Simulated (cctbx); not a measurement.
# A disordered crystal of nominal CaFe2Sb2

Cell a = 3.9840 Å, b = 3.9840 Å, c = 11.7220 Å, α = 90.00°, β = 90.00°, γ = 90.00°; space group I4/mmm (no. 139); nominal formula CaFe2Sb2.

Simulated single-crystal data (cctbx): Mo Kα, λ = 0.71073 Å, to d = 0.75 Å, 95 % of the full sphere, strongest reflection 5000 counts, noise from counting, a 3 % proportional error and a noise floor of 15 counts (s.d.); no absorption.

With every site full:

```text
Rint 0.048, 94 unique reflections to 0.75 A
cycle     R1     wR2    GooF  max shift (A)
   1  0.1244  0.2695  11.245   0.00052
   2  0.0187  0.0427   1.780   0.00000
final R1 0.0187 wR2 0.0427 GooF 1.780  parameters 7  data/parameter 13.4
atom        x        y        z      Ueq    occ   su(xyz)  su(Uiso or U11)
Sb1    0.00000  0.00000  0.34304   0.0055  1.000  0.00008  0.0003
Fe1    0.50000  0.00000  0.25000   0.0080  1.000  0.00000  0.0006
Ca2    0.00000  0.00000  0.00000   0.0029  1.000  0.00000  0.0010
difference map: max 1.45 min -1.38 rms 0.33
Q1    0.0000  0.1117  0.0000    8    1.46  0.45 A from Ca2
Q2    0.0000  0.2454  0.4324   16    0.88  1.43 A from Sb1
Q3    0.0000  0.0000  0.1218    4    0.78  1.43 A from Ca2
Q4    0.0000  0.0000  0.3288    4    0.71  0.17 A from Sb1
Q5    0.2322  0.2322  0.5000    8    0.70  1.51 A from Ca2
Q6    0.0000  0.0000  0.3828    4    0.63  0.47 A from Sb1
```

With the occupancies of the suspect sites free, each still typed as its main element:

```text
Rint 0.048, 94 unique reflections to 0.75 A
cycle     R1     wR2    GooF  max shift (A)
   1  0.0608  0.1351   5.705   0.00001
  12  0.0103  0.0214   0.902   0.00000
final R1 0.0103 wR2 0.0213 GooF 0.900  parameters 9  data/parameter 10.4
atom        x        y        z      Ueq    occ   su(xyz)  su(Uiso or U11)
Sb1    0.00000  0.00000  0.34304   0.0059  1.000  0.00004  0.0002
Fe1    0.50000  0.00000  0.25000   0.0055  0.940  0.00000  0.0004
Ca2    0.00000  0.00000  0.00000   0.0077  1.108  0.00000  0.0007
su of occupancy Fe1: 0.006
su of occupancy Ca2: 0.011
difference map: max 0.83 min -0.92 rms 0.24
Q1    0.0000  0.2438  0.4278   16    0.85  1.39 A from Sb1
Q2    0.0000  0.2298  0.0000    8    0.80  0.92 A from Ca2
Q3    0.2168  0.2168  0.2903   16    0.65  1.37 A from Sb1
Q4    0.0000  0.2319  0.1954   16    0.60  1.24 A from Fe1
Q5    0.0000  0.0000  0.0993    4    0.60  1.16 A from Ca2
Q6    0.2315  0.2315  0.5000    8    0.59  1.51 A from Ca2
```

**Question.** What is the disorder?

X-rays count electrons. Fe1 refines to 0.940(0.006), or 24.4 electrons; the site truly holds 0.85 Fe and 0.15 Ca, 25.1 electrons, which is 0.965 of Fe; Ca2 refines to 1.108(0.011), or 22.2 electrons; the site truly holds 0.7 Ca and 0.3 Fe, 21.8 electrons, which is 1.090 of Ca. A value under 1 can't tell vacancies from a lighter guest, and one over 1 needs a heavier guest; chemistry or a second radiation must settle which. Occupancy correlates with U and the scale, and the two elements' form factors differ in shape, so the match is approximate.

Freeing them takes R1 from 0.0187 to 0.0103 and GooF from 1.78 to 0.90.

The model is made up (kin elements in a known structure type, no relaxation), so it says nothing on whether the phase exists.

[Middle refinement cycles are left out of these outputs.]

[Logs are printed without paths, hosts, clocks, repeated set-up lines and the standing remarks that a program may print on its own settings, such as how far it seeks lower states.]
